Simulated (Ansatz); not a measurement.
# Does disorder add resistance in series? Pt(111) layers displaced at 300 K

Two lengths of the disordered region are known. What area resistance does the third give?

Set-up. Ansatz 0.2.0, plane waves with PAW datasets at their recommended cutoffs (420 eV for most), Fermi-Dirac smearing; ballistic transmission by layer matching. The area resistance is RA = A (h/2e²)(1/T − 1/N), with T the zone-mean transmission per spin and N the lead's channels, both averaged over a few energies near the Fermi level; for magnets each spin is taken apart, with h/e², and the two conduct in parallel. Lateral cell 2x2, PBE, a fresh random draw for each length. Atoms are displaced independently, by 0.0629 Å r.m.s. per direction; each RA is scaled by the nominal over the drawn mean square displacement.

The runs, with one result withheld:

| length (Å) | channels N | RA (fΩ m²) |
| --- | --- | --- |
| 9.06 | 6.753 | 0.0922 |
| 18.1 | 6.753 | 0.184 |
| 27.2 | 6.713 | ? |

**Estimate by hand.**

Ohm's law makes RA linear in the length: the slope is (0.184 − 0.0922)/(18.1 − 9.06) = 0.0102 fΩ m² per Å, or 10 µΩ cm. Then 0.184 + 0.0102 × 9.06. Predicted: 0.277 fΩ m².

Check against the run:

0.273 fΩ m², so the prediction is 1.2 % too high. The three lengths together give 10 µΩ cm. The two increments are 0.092 and 0.089 fΩ m², roughly as Ohm's law has it, though with one draw for each length that is a weak test.

Caveats: The scatterers repeat sideways with the small cell. The slope is a raw one; a model of isotropic scattering puts it 1.06 times the bulk value over these lengths. Spin-orbit coupling is left out, which matters for Pt.
